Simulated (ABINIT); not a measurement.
# Ba2TaBiO6 (R-3): changed settings of a GW run in ABINIT

A base run on Ba2TaBiO6 (R-3), then changed inputs.

Program: ABINIT 10.8.3. Level of theory: LDA and many-body steps on it, plane waves. Results are calculated unless marked as measured.

## 1. Starting point

The structure is trigonal, space group R-3 (No. 148). Conventional cell: a = 6.151 Å, b = 6.151 Å, c = 14.869 Å, α = 90.00°, β = 90.00°, γ = 120.00°. Nearest to Ba lie 12 O at 2.76 to 3.40 Å. Nearest to Ta lie 6 O at 2.01 Å. Nearest to Bi lie 6 O at 2.36 Å. Nearest to O lie 1 Ta at 2.01 Å and 1 Bi at 2.36 Å and 4 Ba at 2.76 to 3.40 Å. Farther neighbours and most contacts between anions are not listed.

The cell and positions are those that the Materials Project relaxed with its own functionals (PBE, PBE+U or r2SCAN), kept fixed. Spin-orbit coupling is left out unless a step names it.

## 2. Screening, 2×2×2 mesh, 267 bands, screening to 152.4 eV

This step: ABINIT 10.8.3; RPA screening on LDA, plane waves, norm-conserving pseudopotentials.

The RPA dielectric matrix is built and inverted for each q.

File run.abi:

```
acell 3*1.0 Angstrom
rprim 
  3.075626834241 1.775713980676 4.956223105800
  -3.075626834241 1.775713980676 4.956223105800
  0.000000000000 -3.551427961352 4.956223105800
ntypat 4
znucl 56 73 83 8
natom 10
typat 1 1 2 3 4 4 4 4 4 4
xred 
  0.748816000000 0.748816000000 0.748816000000
  0.251184000000 0.251184000000 0.251184000000
  0.500000000000 0.500000000000 0.500000000000
  0.000000000000 0.000000000000 0.000000000000
  0.725510000000 0.218856000000 0.322035000000
  0.218856000000 0.322035000000 0.725510000000
  0.322035000000 0.725510000000 0.218856000000
  0.274490000000 0.781144000000 0.677965000000
  0.677965000000 0.274490000000 0.781144000000
  0.781144000000 0.677965000000 0.274490000000
pp_dirpath "pseudos"
pseudos "Ba.upf, Ta.upf, Bi.upf, O.upf"
ecut 36
ngkpt 2 2 2
nshiftk 1
shiftk 0 0 0
kptopt 1
chksymbreak 0
istwfk *1
occopt 1
irdwfk 1
optdriver 3
nband 267
ecuteps 5.6
inclvkb 2
awtr 1
symchi 1
indata_prefix "in"
outdata_prefix "out"
tmpdata_prefix "tmp"
```

Started as:

```console
> OMP_NUM_THREADS=1 mpirun -n 8 abinit run.abi > log
```

Output:

```text
.Version 10.8.3 of ABINIT. v10.8.2 released Aug 2026.

 Symmetries : space group R-3 (#148); Bravais hR (rhombohedral)
[... echo of the input left out ...]
== DATASET  1 ==================================================================
-   mpi_nproc: 8, omp_nthreads: 1 (-1 if OMP is not activated)

--- !DatasetInfo
iteration_state: {dtset: 1, }
dimensions: {natom: 10, nkpt: 4, mband: 267, nsppol: 1, nspinor: 1, nspden: 1, mpw: 11312, }
cutoff_energies: {ecut:  36.0, pawecutdg:  -1.0, }
electrons: {nelect:   8.40000000E+01, charge:   0.00000000E+00, occopt:   1.00000000E+00, tsmear:   1.00000000E-02, }

 SCREENING: Calculation of the susceptibility and dielectric matrices

 Based on a program developped by R.W. Godby, V. Olevano, G. Onida, and L. Reining.
 Incorporated in ABINIT by V. Olevano, G.-M. Rignanese, and M. Torrent.
.Using double precision arithmetic ; gwpc =  8

[... cell and pseudopotentials left out ...]
--------------------------------------------------------------------------------

 ==== K-mesh for the wavefunctions ====
 Number of points in the irreducible wedge :     4
[... list of points left out ...]
 Together with  6 symmetry operations and time-reversal symmetry
 yields     8 points in the full Brillouin Zone.

 ==== Q-mesh for the screening function ====
 Number of points in the irreducible wedge :     4
[... list of points left out ...]
 Together with  6 symmetry operations and time-reversal symmetry
 yields     8 points in the full Brillouin Zone.

 setmesh: FFT mesh size selected  =    45x   45x   45
          total number of points  =        91125

 vcoul_init : cutoff-mode = AUXILIARY_FUNCTION
 q-points for optical limit:   1
     1)      0.000010    0.000020    0.000030

- screening: taking advantage of time-reversal symmetry
- Maximum band index for partially occupied states nbvw = 42
- Remaining bands to be divided among processors   nbcw = 225
- Number of bands treated by each node ~28

 Number of electrons calculated from density =   84.0000; Expected =   84.0000
 average of density, n =  0.076643
 r_s =    1.4604
 omega_plasma =   26.7050 [eV]

 calculating chi0 at frequencies [eV] :
  1    0.000000E+00    0.000000E+00
  2    0.000000E+00    2.670500E+01

--------------------------------------------------------------------------------
  q-point number  1        q = ( 0.000000, 0.000000, 0.000000) [r.l.u.]
--------------------------------------------------------------------------------
[... chi0 elements left out ...]
 For q-point:  0.000010 0.000020 0.000030
  dielectric constant =   6.5523
  dielectric constant without local fields =   7.1906

  Average fulfillment of the sum rule on Im[epsilon] for q-point    1 :     74.46  [%]
[... wings left out ...]
  q-point number  2        q = ( 0.500000, 0.000000, 0.000000) [r.l.u.]
--------------------------------------------------------------------------------
[... chi0 elements left out ...]
  Average fulfillment of the sum rule on Im[epsilon] for q-point    2 :     80.64  [%]

 [... 2 further q-points ...]
```

Wall time 2 min (8 MPI ranks of Intel Xeon 6975P-C (Granite Rapids), shared host); peak memory 6 GiB; 16 min of CPU time.

Numbers from this step:

* ε∞ with local fields, on this mesh, along the program's q direction: 6.552
* the same without local fields: 7.191
* plasma frequency: 26.70 eV
* plane waves in the screening matrix: 711

Local fields lower ε∞ by 9 %. On a Γ-centred mesh this coarse the value itself is usually too large, while a short band sum pulls it down.

## 3. Base

The self-energy is evaluated for the states that the input lists, and the levels follow from it, in one-shot runs by the linearised quasiparticle equation.

This step: G0W0 on LDA, plane waves, norm-conserving pseudopotentials.

run.abi, as its differences from that of step 2:

```diff
@@ -31,8 +31,19 @@
 irdwfk 1
-optdriver 3
+optdriver 4
 nband 267
+gwcalctyp 0
+ecutsigx 36
+symsigma 1
+nkptgw 3
+kptgw 
+  0.5000000000 0.5000000000 0.5000000000
+  0.5000000000 0.0000000000 0.0000000000
+  0.0000000000 0.0000000000 0.0000000000
+bdgw 
+  41 45
+  41 44
+  40 44
 ecuteps 5.6
-inclvkb 2
-awtr 1
-symchi 1
+irdscr 1
+ppmodel 1
 indata_prefix "in"
```

Output:

```text
.Version 10.8.3 of ABINIT. v10.8.2 released Aug 2026.

 Symmetries : space group R-3 (#148); Bravais hR (rhombohedral)
[... echo of the input left out ...]
== DATASET  1 ==================================================================
-   mpi_nproc: 8, omp_nthreads: 1 (-1 if OMP is not activated)

--- !DatasetInfo
iteration_state: {dtset: 1, }
dimensions: {natom: 10, nkpt: 4, mband: 267, nsppol: 1, nspinor: 1, nspden: 1, mpw: 11312, }
cutoff_energies: {ecut:  36.0, pawecutdg:  -1.0, }
electrons: {nelect:   8.40000000E+01, charge:   0.00000000E+00, occopt:   1.00000000E+00, tsmear:   1.00000000E-02, }

 SIGMA: Calculation of the GW corrections

 Based on a program developped by R.W. Godby, V. Olevano, G. Onida, and L. Reining.
 Incorporated in ABINIT by V. Olevano, G.-M. Rignanese, and M. Torrent.
.Using double precision arithmetic ; gwpc =  8

[... cell and pseudopotentials left out ...]
--------------------------------------------------------------------------------

 ==== K-mesh for the wavefunctions ====
 Number of points in the irreducible wedge :     4
[... list of points left out ...]
 Together with  6 symmetry operations and time-reversal symmetry
 yields     8 points in the full Brillouin Zone.

 ==== Q-mesh for screening function ====
 Number of points in the irreducible wedge :     4
[... list of points left out ...]
 Together with  6 symmetry operations and time-reversal symmetry
 yields     8 points in the full Brillouin Zone.

 vcoul_init : cutoff-mode = AUXILIARY_FUNCTION
 q-points for optical limit:   1
     1)      0.000010    0.000020    0.000030
 setmesh: FFT mesh size selected  =    64x   64x   64
          total number of points  =       262144

 Number of electrons calculated from density =   84.0000; Expected =   84.0000
 average of density, n =  0.076643
 r_s =    1.4604
 omega_plasma =   26.7050 [eV]

 === KS Band Gaps ===
  >>>> For spin  1
   Minimum direct gap =   2.5944 [eV], located at k-point      :   0.5000  0.0000  0.0000
   Fundamental gap    =   2.5660 [eV], Top of valence bands at :   0.5000  0.5000  0.5000
                                       Bottom of conduction at :   0.5000  0.0000  0.0000
 SIGMA fundamental parameters:
 PLASMON POLE MODEL  1
 number of plane-waves for SigmaX                11299
 number of plane-waves for SigmaC and W            711
 number of plane-waves for wavefunctions         11299
 number of bands                                   267
 number of independent spin polarizations            1
 number of spinorial components                      1
 number of k-points in IBZ                           4
 number of q-points in IBZ                           4
 number of symmetry operations                       6
 number of k-points in BZ                            8
 number of q-points in BZ                            8
 number of frequencies for dSigma/dE                 9
 frequency step for dSigma/dE [eV]                0.25
 number of omega for Sigma on real axis              0
 max omega for Sigma on real axis  [eV]           0.00
 zcut for avoiding poles [eV]                     0.10

 EPSILON^-1 parameters (SCR file):
 dimension of the eps^-1 matrix on file            711
 dimension of the eps^-1 matrix used               711
 number of plane-waves for wavefunctions         11299
 number of bands                                   267
 number of q-points in IBZ                           4
 number of frequencies                               2
 number of real frequencies                          1
 number of imag frequencies                          1

 matrix elements of self-energy operator (all in [eV])

 Perturbative Calculation

--- !SelfEnergy_ee
iteration_state: {dtset: 1, }
kpoint     : [   0.500,    0.500,    0.500, ]
spin       : 1
KS_gap     :    2.705
QP_gap     :    3.766
Delta_QP_KS:    1.062
data: !SigmaeeData |
     Band     E0 <VxcDFT>   SigX SigC(E0)      Z dSigC/dE  Sig(E)    E-E0       E
       41   4.319 -18.520 -23.380   4.820   0.764  -0.308 -18.550  -0.030   4.289
       42   5.829 -19.904 -23.138   3.383   0.784  -0.275 -19.787   0.117   5.946
       43   8.534 -14.126  -9.278  -3.416   0.823  -0.215 -12.948   1.179   9.713
       44   8.985 -14.588  -9.738  -3.364   0.822  -0.217 -13.367   1.221  10.206
       45   8.985 -14.588  -9.738  -3.364   0.822  -0.217 -13.367   1.221  10.206

--- !SelfEnergy_ee
iteration_state: {dtset: 1, }
kpoint     : [   0.500,    0.000,    0.000, ]
spin       : 1
KS_gap     :    2.594
QP_gap     :    3.664
Delta_QP_KS:    1.069
data: !SigmaeeData |
     Band     E0 <VxcDFT>   SigX SigC(E0)      Z dSigC/dE  Sig(E)    E-E0       E
       41   4.596 -18.752 -23.459   4.719   0.765  -0.307 -18.743   0.010   4.606
[...]
--- !SelfEnergy_ee
iteration_state: {dtset: 1, }
kpoint     : [   0.000,    0.000,    0.000, ]
spin       : 1
KS_gap     :    3.957
QP_gap     :    4.845
Delta_QP_KS:    0.888
data: !SigmaeeData |
     Band     E0 <VxcDFT>   SigX SigC(E0)      Z dSigC/dE  Sig(E)    E-E0       E
[...]
42   5.059 -19.192 -23.294   4.203   0.771  -0.298 -19.114   0.077   5.136
       43   9.016 -13.028  -8.888  -2.974   0.828  -0.208 -12.062   0.966   9.982
       44   9.195 -15.313  -9.486  -3.918   0.813  -0.230 -13.762   1.551  10.746

== END DATASET(S) ==============================================================
================================================================================

 -outvars: echo values of variables after computation  --------
           etotal      0.0000000000E+00
            nband         267
             nkpt           4
          spgroup         148
 [... the other variables as echoed above ...]

 Calculation completed.
```

Elapsed: 74 s, on 8 MPI ranks; peak memory 3.8 GiB; 9.8 min of CPU time.

Numbers from this step:

| Quantity | Value |
| --- | --- |
| G0W0 gap on the points computed | 3.628 eV |
| starting gap on the mesh | 2.566 eV |
| k of the valence top | 0.5, 0.5, 0.5 |
| k of the conduction bottom | 0.5, 0, 0 |
| Z at the valence top | 0.784 |
| Z at the conduction bottom | 0.825 |
| least direct G0W0 gap on the computed points | 3.663 eV |

The gap on the mesh goes from 2.57 eV to 3.63 eV, a correction of +1.06 eV.

## 4. Coulomb singularity

run.abi, as its differences from that of step 3:

```diff
@@ -48,2 +48,3 @@
 ppmodel 1
+gw_icutcoul 7
 indata_prefix "in"
```

Output:

```text
.Version 10.8.3 of ABINIT. v10.8.2 released Aug 2026.

 Symmetries : space group R-3 (#148); Bravais hR (rhombohedral)
[... echo of the input left out ...]
== DATASET  1 ==================================================================
-   mpi_nproc: 8, omp_nthreads: 1 (-1 if OMP is not activated)

--- !DatasetInfo
iteration_state: {dtset: 1, }
dimensions: {natom: 10, nkpt: 4, mband: 267, nsppol: 1, nspinor: 1, nspden: 1, mpw: 11312, }
cutoff_energies: {ecut:  36.0, pawecutdg:  -1.0, }
electrons: {nelect:   8.40000000E+01, charge:   0.00000000E+00, occopt:   1.00000000E+00, tsmear:   1.00000000E-02, }

 SIGMA: Calculation of the GW corrections

 Based on a program developped by R.W. Godby, V. Olevano, G. Onida, and L. Reining.
 Incorporated in ABINIT by V. Olevano, G.-M. Rignanese, and M. Torrent.
.Using double precision arithmetic ; gwpc =  8

[... cell and pseudopotentials left out ...]
--------------------------------------------------------------------------------

 ==== K-mesh for the wavefunctions ====
 Number of points in the irreducible wedge :     4
[... list of points left out ...]
 Together with  6 symmetry operations and time-reversal symmetry
 yields     8 points in the full Brillouin Zone.

 ==== Q-mesh for screening function ====
 Number of points in the irreducible wedge :     4
[... list of points left out ...]
 Together with  6 symmetry operations and time-reversal symmetry
 yields     8 points in the full Brillouin Zone.

 vcoul_init : cutoff-mode = AUX_GB
 q-points for optical limit:   1
     1)      0.000010    0.000020    0.000030
 setmesh: FFT mesh size selected  =    64x   64x   64
          total number of points  =       262144

 Number of electrons calculated from density =   84.0000; Expected =   84.0000
 average of density, n =  0.076643
[...]
number of plane-waves for wavefunctions         11299
 number of bands                                   267
 number of q-points in IBZ                           4
 number of frequencies                               2
 number of real frequencies                          1
 number of imag frequencies                          1

 matrix elements of self-energy operator (all in [eV])

 Perturbative Calculation

--- !SelfEnergy_ee
iteration_state: {dtset: 1, }
kpoint     : [   0.500,    0.500,    0.500, ]
spin       : 1
KS_gap     :    2.705
QP_gap     :    3.805
Delta_QP_KS:    1.100
data: !SigmaeeData |
     Band     E0 <VxcDFT>   SigX SigC(E0)      Z dSigC/dE  Sig(E)    E-E0       E
       41   4.319 -18.520 -23.826   5.009   0.759  -0.317 -18.745  -0.225   4.094
       42   5.829 -19.904 -23.584   3.572   0.779  -0.283 -19.988  -0.084   5.745
       43   8.534 -14.126  -9.278  -3.605   0.817  -0.224 -13.110   1.016   9.550
[...]
--- !SelfEnergy_ee
iteration_state: {dtset: 1, }
kpoint     : [   0.500,    0.000,    0.000, ]
spin       : 1
KS_gap     :    2.594
QP_gap     :    3.702
Delta_QP_KS:    1.107
data: !SigmaeeData |
     Band     E0 <VxcDFT>   SigX SigC(E0)      Z dSigC/dE  Sig(E)    E-E0       E
[...]
--- !SelfEnergy_ee
iteration_state: {dtset: 1, }
kpoint     : [   0.000,    0.000,    0.000, ]
spin       : 1
KS_gap     :    3.957
QP_gap     :    4.880
Delta_QP_KS:    0.923
data: !SigmaeeData |
     Band     E0 <VxcDFT>   SigX SigC(E0)      Z dSigC/dE  Sig(E)    E-E0       E
[...]
43   9.016 -13.028  -8.888  -3.162   0.822  -0.216 -12.224   0.803   9.819
       44   9.195 -15.313  -9.486  -4.107   0.807  -0.239 -13.925   1.388  10.583

== END DATASET(S) ==============================================================
================================================================================

 -outvars: echo values of variables after computation  --------
           etotal      0.0000000000E+00
            nband         267
             nkpt           4
          spgroup         148
 [... the other variables as echoed above ...]

 Calculation completed.
```

Wall time 84 s (8 MPI ranks); peak memory 3.8 GiB.

Numbers from this step:

- G0W0 gap on the points computed: 3.666 eV
- starting gap on the mesh: 2.566 eV
- k of the valence top: 0.5, 0.5, 0.5
- k of the conduction bottom: 0.5, 0, 0
- Z at the valence top: 0.779
- Z at the conduction bottom: 0.819
- least direct G0W0 gap on the computed points: 3.701 eV

Against G0W0 in ABINIT (2×2×2 mesh, 267 bands, screening to 152.4 eV, Godby-Needs plasmon pole), the gap moves by +0.038 eV.

## 5. The runs together

Times are wall times on 8 MPI ranks of Intel Xeon 6975P-C (Granite Rapids), shared host, good to a factor of about two. A run's time includes the screening step that it read.

| run | mesh | bands | screening cutoff (eV) | DFT gap (eV) | gap on the mesh (eV) | direct (eV) | ε∞ used | time |
| --- | --- | --- | --- | --- | --- | --- | --- | --- |
| base | 2×2×2 | 267 | 152.4 | 2.566 | 3.628 | 3.663 | 6.55 | 3.2 min |
| Coulomb singularity | 2×2×2 | 267 | 152.4 | 2.566 | 3.666 | 3.701 | 6.55 | 3.4 min |

## 6. Results

```json
{
  "base": "3.628 eV",
  "Coulomb singularity": "3.666 eV",
  "known limits": "not at the basis limit; exchange with frozen shells missing; no spin-orbit coupling; coarse k mesh"
}
```

Coulomb singularity: +0.038 eV against base (keys changed: gw_icutcoul). Bands and cutoff are finite, so the gap is not at the basis limit. The miss can reach some tenths of an eV and take either sign; the mesh is an error of its own. In the first G0W0 run levels were corrected at 3 k points alone, so a gap called «on the mesh» is the least over those, and an edge elsewhere would be missed. The 2×2×2 mesh is coarse for this cell, which bears on the long-range parts of exchange and screening. Where an edge is built on 6p states of lead, bismuth or thallium, scalar-relativistic gaps usually stand too wide, by a few tenths to over one eV. The norm-conserving file of at least one element keeps a d shell over frozen s and p shells of the same row. Exchange with those shells is missing from the self-energy, an error of 0.3 to 0.9 eV in cases checked, whose sign depends on which edge lies on those atoms. The many-body steps are scalar-relativistic: spin-orbit coupling is not in them.

[Paths, hosts, dates, memory and timing lines, banners, echoed tables and standing remarks are left out of the program output.]

[Logs are printed without paths, hosts, clocks, repeated set-up lines and the standing remarks that a program may print on its own settings, such as how far it seeks lower states.]

[Runs of the session that timed out or met a known fault of the program may be left out.]

[No measured gap is set beside runs whose start may be inverted or whose files or cutoffs have a known fault.]

[Hosts, paths, dates, database ids (printed as entryN), source tags and the programs' standing remarks are cut or masked in the printed files.]

[G0W0 gaps are taken among the corrected bands and points alone; a level outside them can change the order at an edge.]

[Where Ansatz stands beside ABINIT at settings called matched, ABINIT's density can come from a denser mesh and the files from another edition; pairs whose starting gaps differed by over 0.03 eV were left out, so agreement reads better than it is.]
